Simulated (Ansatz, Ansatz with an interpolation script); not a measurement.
An input for Ansatz 0.2.0 (Te2Mo (P6_3/mmc)):

```yaml
crystal:
  lattice:
    - [3.5182, 0.0, 0.0]
    - [-1.7591, 3.0468505756, 0.0]
    - [0.0, 0.0, 13.9736]
  atoms:
    - { symbol: Te, position: [0.3333333333, 0.6666666667, 0.621] }
    - { symbol: Te, position: [0.6666666667, 0.3333333333, 0.121] }
    - { symbol: Te, position: [0.3333333333, 0.6666666667, 0.879] }
    - { symbol: Te, position: [0.6666666667, 0.3333333333, 0.379] }
    - { symbol: Mo, position: [0.3333333333, 0.6666666667, 0.25] }
    - { symbol: Mo, position: [0.6666666667, 0.3333333333, 0.75] }
kpoints:
  mp_grid: { grid: [6, 6, 2] }
hamiltonian:
  xc: lda
  pseudopotentials: { kind: paw, azcp: { folder: soft_1 }, xc_functional: pbe }
scf:
  occupations: { method: fixed }
  n_extra_bands: 79
output:
  wannier:
    kmesh: [12, 12, 4]
    projections: [{ species: Mo, l: d, shell: 4 }, { species: Te, l: p, shell: 5 }]
    minimise: true
    write_hr: true
    seedname: w
    conv_tol: 1.0e-06
    max_iter: 20000
    stability_check: false
    disentanglement:
      window: [6.11, 18.03]
      frozen_window: [6.11, 15.03]
      conv_tol: 1.0e-08
```

```sh
ansatz run input.yaml --threads 3 --pin off --max-ram 92160MiB --backend cuda --events-out ev --progress --plain --runs-dir out --devices 1 --max-vram 13GiB
```

How long will it take on 1 × NVIDIA H100 80GB HBM3 (shared by 6 runs) with 3 threads of AMD EPYC 7R13 (Zen 3), shared host, and how much memory?

It took 75 s; on shared hardware allow 38 s to 2.5 min. Peak host memory was 2.2 GiB.

[Paths, hosts, dates, memory and timing lines, banners, echoed tables and standing remarks are left out of the program output.]

[Logs are printed without paths, hosts, clocks, repeated set-up lines and the standing remarks that a program may print on its own settings, such as how far it seeks lower states.]

[Runs of the session that timed out or met a known fault of the program may be left out.]

[Hosts, paths, dates, database ids (printed as entryN), source tags and the programs' standing remarks are cut or masked in the printed files.]
